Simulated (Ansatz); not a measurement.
Bi2Te3 (Tellurobismuthite), computed twice by G0W0.

```
Bi Te
1.0
     2.19300    1.26613   10.16567
    -2.19300    1.26613   10.16567
     0.00000   -2.53226   10.16567
Bi Te
2 3
Direct
  0.40000 0.40000 0.40000
  0.60000 0.60000 0.60000
  0.00000 0.00000 0.00000
  0.20950 0.20950 0.20950
  0.79050 0.79050 0.79050
```

The cell and positions come from the Crystallography Open Database and are kept as given unless a step says otherwise. Spin-orbit coupling is left out unless a run names it. PAW set soft_2, made with PBE.

The first (Ansatz 0.2.0; start PBE, 4×4×4 mesh, 1087 empty bands, screening to 200 eV; 1 × NVIDIA H100 80GB HBM3 (shared by 6 runs) with 3 threads of AMD EPYC 7R13 (Zen 3), shared host) gave, on its mesh: starting gap 0.30 eV, G0W0 gap 0.52 eV, RPA ε∞ (mean) 49.72, 2.2 min.

**Question.** The second changes start from PBE to r2SCAN. What does it give?

It gave: starting gap 0.52 eV, G0W0 gap 0.61 eV, RPA ε∞ (mean) 36.38, 2.6 min. The G0W0 gap moves by +0.09 eV, +0.23 eV from the start and −0.14 eV from the correction. Σc changes by +0.17 eV at the valence top and −0.16 eV at the conduction bottom, and Σx − Vxc between them by +0.20 eV.

Limits: not at the basis limit; model gap, bands may invert with spin-orbit coupling; mesh may overstate the screening; no spin-orbit coupling.

[Paths, hosts, dates, memory and timing lines, banners, echoed tables and standing remarks are left out of the program output.]

[Logs are printed without paths, hosts, clocks, repeated set-up lines and the standing remarks that a program may print on its own settings, such as how far it seeks lower states.]

[Runs of the session that timed out or met a known fault of the program may be left out.]

[Cells called generated may have been cut or substituted from an entry of the Crystallography Open Database or the Materials Project.]

[Hosts, paths, dates, database ids (printed as entryN), source tags and the programs' standing remarks are cut or masked in the printed files.]
